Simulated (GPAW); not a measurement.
# F K ELNES/XANES of VF3 (P-1) from DFT, part 2 of 2

What does one-electron theory with a core hole give for the F K edge of VF3 (P-1)?

GPAW 26.7.0; X-ray absorption from dipole matrix elements to empty bands, plane-wave PAW LDA+U.

So far. Step 6 (Spectrum with FCH, F atom 5): Main maxima below 24 eV (height): 2.3 eV (1.56), 3.6 eV (1.45), 10.0 eV (1.84), 11.6 eV (1.83) and 19.3 eV (0.81).  Step 6 (Spectrum with FCH, F atom 5): The hole costs E(hole) − E(ground) = 675.01 eV, and the lowest empty level of the hole cell on the spectrum's mesh lies at 3.65 eV, which puts the zero at 678.66 eV.

**7. Spectrum with HCH, F atom 3**

The holes are 5.1 Å apart. The data set carries half a charge, which charge=0 leaves uncompensated but for the background. Half a hole is Slater's transition state, a compromise that weakens the attraction. After the field has converged, empty bands are computed with the density fixed and the dipole matrix elements are summed.

Changed against the first core-hole run: core hole from full to half.

File xas.py:

```python
import numpy as np
from ase import Atoms
from ase.parallel import parprint, paropen
from gpaw import GPAW, PW, FermiDirac, Mixer, MixerDif, setup_paths
from gpaw.test import gen
setup_paths.insert(0, '.')
gen('F', name='hch1s', xcname='LDA', corehole=(1, 0, 0.5), write_xml=True)
from gpaw.mpi import world
world.barrier()

atoms = Atoms('V2F6',
    cell=[[5.05196415, 0, 0],
     [2.49215489, 4.40223015, 0],
     [2.48160734, 1.44123322, 4.45865183]],
    scaled_positions=[[0, 0, 0],
     [0.5, 0.5, 0.5],
     [0.62602436, 0.25797291, 0.24616505],
     [0.13106981, 0.37018623, 0.74883404],
     [0.24182503, 0.87561822, 0.25276351],
     [0.37397564, 0.74202709, 0.75383495],
     [0.86893019, 0.62981377, 0.25116596],
     [0.75817497, 0.12438178, 0.74723649]],
    magmoms=[2.0, -2.0, 0.0, 0.0, 0.0, 0.0, 0.0, 0.0],
    pbc=True)
atoms.calc = calc = GPAW(legacy_gpaw=True, mode=PW(500, force_complex_dtype=True), xc='LDA', setups={'V': ':d,3', 2: 'hch1s'},
    kpts={'size': (3, 3, 3), 'gamma': True}, occupations=FermiDirac(0.02),
    charge=0, mixer=MixerDif(0.05, 8, 50), maxiter=150,
    convergence={'density': 0.0001, 'eigenstates': 1e-6}, txt='scf.txt')
energy = atoms.get_potential_energy() + calc.get_reference_energy()
ef = calc.get_fermi_level()
out = dict(energy=energy, fermi=ef, forces=atoms.get_forces().tolist(), magmoms=atoms.get_magnetic_moments().tolist())
parprint(f'all-electron energy {energy:.4f} eV, Fermi level {ef:.4f} eV')
ev = np.array([[calc.get_eigenvalues(k, s) for k in range(len(calc.get_ibz_k_points()))] for s in range(calc.get_number_of_spins())])
out['homo'], out['lumo'], out['counts'] = ev[ev < ef].max(), ev[ev > ef].min(), sorted(set((ev < ef).sum((0, 2)).tolist()))
out['filled'] = (ev[:, 0] < ef).sum(1).tolist()

from ase.units import Ha
from gpaw.xas import dipole_matrix_elements
nb = int(calc.get_number_of_electrons() / 2) + 72
top, nb = nb, nb + 8 + nb // 12
nscf = calc.fixed_density(kpts={'size': (4, 4, 4), 'gamma': True}, nbands=nb,
    convergence={'bands': top, 'eigenstates': 5e-3}, maxiter=60, txt='nscf.txt')
cell = atoms.cell.array
ops = [cell.T @ U.T @ np.linalg.inv(cell.T) for U in nscf.wfs.kd.symmetry.op_scc]
filled = [34, 34]  # bands filled in the ground state, by spin
E = np.arange(-6, 34, 0.1)
fwhm = np.interp(E, [4, 25], [0.9, 3.5])
Y, X, zero, highest = 0, 0, 1e9, 1e9
for spin in range(nscf.get_number_of_spins()):
    wfs = nscf.wfs
    mine = wfs.bd.get_slice()  # this rank's bands
    A = dipole_matrix_elements(wfs.setups[2])
    eps = np.zeros((wfs.kd.nibzkpts, nb))
    d = np.zeros((3, A.shape[1], wfs.kd.nibzkpts, nb), complex)
    for kpt in wfs.kpt_u:
        if kpt.s == spin and 2 in kpt.P_ani:
            eps[kpt.k, mine] = kpt.eps_n * Ha
            d[:, :, kpt.k, mine] = (kpt.weight * wfs.nspins / 2) ** 0.5 * np.inner(A, kpt.P_ani[2])
    world.sum(eps)
    world.sum(d)
    T = np.einsum('amkn,bmkn->abkn', d, d.conj()).real
    T = sum(np.einsum('ai,ijkn,bj->abkn', R, T, R) for R in ops) / len(ops)
    empty = np.ones_like(eps, bool) & (np.arange(nb) >= filled[spin])
    zero, highest = min(zero, eps[empty].min()), min(highest, eps[:, top - 1].min())
    lines = [(eps, T, empty)] if spin == 0 else lines + [(eps, T, empty)]
for eps, T, empty in lines:
    f = np.einsum('aakn->akn', T).reshape(3, -1)
    x = eps.ravel() - zero
    w = np.interp(x, E, fwhm) / 2.35482
    g = np.exp(-0.5 * ((E[:, None] - x) / w) ** 2) / (w * (2 * np.pi) ** 0.5)
    Y = Y + (f * empty.ravel()) @ g.T
    X = X + (f * ~empty.ravel()) @ g.T
out.update(E=E.round(2).tolist(), xas=Y.tolist(), xes=X.tolist(), zero=zero, valid=highest - zero, nk=len(eps), nb=nb)
for i in range(0, len(E), 10):
    parprint(f'{E[i]:7.2f}', *(f'{v:10.3e}' for v in Y[:, i]))
import json
with paropen('out.json', 'w') as f:
    json.dump(out, f)
```

Run with:

```
OMP_NUM_THREADS=1 mpirun -n 4 gpaw python xas.py
```

It took 1.8 min on 4 MPI ranks of Intel Xeon Platinum 8488C (Sapphire Rapids), shared host; peak memory 0.46 GiB; 7.1 min of CPU time.

| E (eV) | first run | this run |
| --- | --- | --- |
| -2.0 | 0.00 | 0.00 |
| -1.0 | 0.00 | 0.00 |
| 0.0 | 0.01 | 0.01 |
| 1.0 | 0.11 | 0.04 |
| 2.0 | 1.41 | 1.02 |
| 3.0 | 0.96 | 1.21 |
| 4.0 | 1.01 | 1.46 |
| 5.0 | 0.13 | 0.21 |
| 6.0 | 0.40 | 0.42 |
| 7.0 | 0.76 | 0.62 |
| 8.0 | 1.35 | 1.05 |
| 9.0 | 1.68 | 1.28 |
| 10.0 | 1.84 | 1.47 |
| 11.0 | 1.78 | 1.72 |
| 12.0 | 1.77 | 1.97 |
| 13.0 | 1.33 | 1.64 |
| 14.0 | 1.06 | 1.26 |
| 15.0 | 0.92 | 1.09 |
| 16.0 | 0.77 | 0.89 |
| 17.0 | 0.67 | 0.71 |
| 18.0 | 0.71 | 0.69 |
| 19.0 | 0.80 | 0.78 |
| 20.0 | 0.77 | 0.78 |
| 21.0 | 0.61 | 0.64 |
| 22.0 | 0.52 | 0.51 |
| 23.0 | 0.57 | 0.51 |
| 24.0 | 0.69 | 0.59 |
| 25.0 | 0.82 | 0.69 |
| 26.0 | 0.94 | 0.80 |
| 27.0 | 1.02 | 0.87 |
| 28.0 | 1.05 | 0.89 |
| 29.0 | 1.10 | 0.90 |
| 30.0 | 1.21 | 0.97 |
| 31.0 | 1.34 | 1.08 |
| 32.0 | 1.44 | 1.19 |

Against the first run the r.m.s. difference is 21 %. A shift of +0.4 eV leaves 12 %. Another feature, at 12.0 eV (1.97), becomes the highest below 16 eV; the one at 10.0 eV is gone.

**8. Site by site**

| atom | surroundings | onset shift (eV) | energy of the highest intensity below 16 eV |
| --- | --- | --- | --- |
| 3 | 1 V at 1.92 Å and 1 V at 1.96 Å (bent, 143°, site symmetry 1) | +0.00 | 10.0 |
| 4 | 1 V at 1.93 Å and 1 V at 1.95 Å (bent, 143°, site symmetry 1) | +0.01 | 10.0 |
| 5 | 1 V at 1.92 Å and 1 V at 1.97 Å (bent, 143°, site symmetry 1) | -0.03 | 10.0 |

On one energy scale, from the first site's zero:

| E (eV) | atom 3 | atom 4 | atom 5 |
| --- | --- | --- | --- |
| -2.0 | 0.00 | 0.00 | 0.00 |
| -1.0 | 0.00 | 0.00 | 0.00 |
| 0.0 | 0.01 | 0.01 | 0.01 |
| 1.0 | 0.11 | 0.11 | 0.12 |
| 2.0 | 1.41 | 1.43 | 1.41 |
| 3.0 | 0.96 | 0.96 | 0.98 |
| 4.0 | 1.01 | 0.97 | 0.95 |
| 5.0 | 0.13 | 0.13 | 0.14 |
| 6.0 | 0.40 | 0.40 | 0.40 |
| 7.0 | 0.76 | 0.76 | 0.77 |
| 8.0 | 1.35 | 1.36 | 1.36 |
| 9.0 | 1.68 | 1.69 | 1.69 |
| 10.0 | 1.84 | 1.84 | 1.84 |
| 11.0 | 1.78 | 1.79 | 1.79 |
| 12.0 | 1.77 | 1.76 | 1.77 |
| 13.0 | 1.33 | 1.32 | 1.32 |
| 14.0 | 1.06 | 1.06 | 1.06 |
| 15.0 | 0.92 | 0.92 | 0.92 |
| 16.0 | 0.77 | 0.76 | 0.76 |
| 17.0 | 0.67 | 0.66 | 0.67 |
| 18.0 | 0.71 | 0.71 | 0.71 |
| 19.0 | 0.80 | 0.81 | 0.81 |
| 20.0 | 0.77 | 0.76 | 0.77 |
| 21.0 | 0.61 | 0.60 | 0.61 |
| 22.0 | 0.52 | 0.51 | 0.52 |
| 23.0 | 0.57 | 0.56 | 0.57 |
| 24.0 | 0.69 | 0.69 | 0.69 |
| 25.0 | 0.82 | 0.84 | 0.82 |
| 26.0 | 0.94 | 0.96 | 0.94 |
| 27.0 | 1.02 | 1.03 | 1.02 |
| 28.0 | 1.05 | 1.06 | 1.05 |
| 29.0 | 1.10 | 1.11 | 1.10 |
| 30.0 | 1.21 | 1.22 | 1.22 |
| 31.0 | 1.34 | 1.35 | 1.36 |
| 32.0 | 1.44 | 1.45 | 1.45 |

**9. Runs not followed above**

These runs aren't followed: redraws of a spectrum that repeat one shown, runs with a planted fault or a state judged unsound, or a program's part that gave no sound spectrum.

| program | step | status | elapsed |
| --- | --- | --- | --- |
| GPAW | spectrum with FCH | converged | 81 s |

**10. Results**

* absorber and edge: F K, atom 3 of the ground-state input (counted from 1)
* surroundings: 1 V at 1.92 Å and 1 V at 1.96 Å (bent, 143°, site symmetry 1)
* highest intensity below 16 eV: 10.0 eV above the zero, height 1.84
* photon energy of the zero (spin-polarised hole, raw): 678.7 eV (LDA puts this hole about 5 eV below PBE, itself good to a few eV)

The F K edge of atom 3, with 1 V at 1.92 Å and 1 V at 1.96 Å (bent, 143°, site symmetry 1), has its highest intensity of the first 16 eV at 10.0 eV above the zero, near 689 eV in photon energy (LDA puts this hole about 5 eV below PBE, itself good to a few eV), 1.8 times the mean level of the first 20 eV (Gaussian full width 0.9 eV up to 4 eV, rising linearly to 3.5 eV at 25 eV). The F K spectra of the 3 sites differ in shape by up to 2 % r.m.s. after the best shift, and their zeros spread over 0.04 eV. Changing the core hole from full to half alters the shape by 21 % r.m.s., a modest effect on the whole, though the highest intensity moves to 12.0 eV. At the F K edge of atom 3 polarisation matters most near 3.7 eV, where the curves differ by 2.3 on this scale. 1 further run of this session is left out of this account as redundant. The hole lies in one spin channel, while the script sums the empty states of both and takes the lower zero; where the two channels are split, this blurs and shifts the curve. The spins start antiferromagnetically in a simple order, which needn't be the measured one; gap and edge can depend on it. The holes are only 5.1 Å apart, so the shape is probably not converged with cell size; no larger cell was run here. The mesh is coarse (0.38 Å⁻¹ between points), so small maxima may be mesh ripples. The structure is a computed Materials Project entry and may be a hypothetical form.

[Logs are printed without paths, hosts, clocks, repeated set-up lines and the standing remarks that a program may print on its own settings, such as how far it seeks lower states.]

[Hosts, paths, dates, database ids (printed as entryN), source tags and the programs' standing remarks are cut or masked in the printed files.]

[Lists of maxima count a maximum above −3 eV only where it reaches 4 % of the highest in the window and stands out from its surroundings by 2 % of it (1.5 % where it reaches 55 %); shoulders and weaker maxima are passed over, and of the rest the first, up to two pre-edge ones and the few strongest are named.]
